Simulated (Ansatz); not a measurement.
The crystal is Zn3Sb4O6F6 (I-43m).

It takes space group I-43m (No. 217, cubic). Conventional cell: a = 8.129 Å, b = 8.129 Å, c = 8.129 Å, α = 90.00°, β = 90.00°, γ = 90.00°. Zn has 2 O at 2.02 Å and 4 F at 2.03 Å nearest. Nearest to Sb lie 3 O at 2.01 Å. Nearest to O lie 2 Sb at 2.01 Å and 1 Zn at 2.02 Å. F has 2 Zn at 2.03 Å nearest. Farther neighbours and most contacts between anions are not listed.

```xyz
19
Lattice="-4.0645 4.0645 4.0645 4.0645 -4.0645 4.0645 4.0645 4.0645 -4.0645" Properties=species:S:1:pos:R:3 pbc="T T T"
Zn    4.0645    0.0000    0.0000
Zn    0.0000    4.0645    0.0000
Zn    0.0000    0.0000    4.0645
Sb   -1.3264    1.3264    1.3264
Sb    1.3264    1.3264   -1.3264
Sb    1.3264   -1.3264    1.3264
Sb    2.7381    2.7381    2.7381
O     6.0872    0.0000    0.0000
O     0.0000    2.0419    0.0000
O     2.0419    0.0000    0.0000
O     0.0000    6.0872    0.0000
O     0.0000    0.0000    2.0419
O     0.0000    0.0000    6.0872
F     4.0645    0.0000    2.0323
F     0.0000    4.0645    2.0323
F     2.0323    4.0645    0.0000
F     2.0323    0.0000    4.0645
F     0.0000    2.0323    4.0645
F     4.0645    2.0323    0.0000
```

Geometry: measured cell, ions relaxed with PBE. The runs that relaxed it are not among those shown. Spin-orbit coupling is left out unless a run names it.

Gaps computed with Ansatz 0.2.0 without a self-energy: LDA 2.73 eV, PBEsol 2.73 eV, PBE 2.82 eV, r2SCAN 3.29 eV and HSE06 4.49 eV.

Question: What gap should G0W0 on PBE give (4×4×4 mesh, 1010 empty bands, screening to 140 eV, PAW set soft_1 files)?

About 4.87 eV: on its mesh the run moves the gap from 2.82 eV by +2.05 eV. Among the scalar-relativistic levels given, HSE06 is nearest (−0.38 eV). Bands and cutoff are finite, so the gap is not at the basis limit. The miss can reach some tenths of an eV and take either sign; the mesh is an error of its own. A d shell, filled or nearly so, lies near the gap. One-shot GW converges very slowly in bands there, not always from below, and on a semilocal start the gap tends to come out low; starts rich in exact exchange can overshoot instead. The many-body steps are scalar-relativistic: spin-orbit coupling is not in them.

[Paths, hosts, dates, memory and timing lines, banners, echoed tables and standing remarks are left out of the program output.]

[Logs are printed without paths, hosts, clocks, repeated set-up lines and the standing remarks that a program may print on its own settings, such as how far it seeks lower states.]

[Runs of the session that timed out or met a known fault of the program may be left out.]

[Cells called generated may have been cut or substituted from an entry of the Crystallography Open Database or the Materials Project.]

[Hosts, paths, dates, database ids (printed as entryN), source tags and the programs' standing remarks are cut or masked in the printed files.]
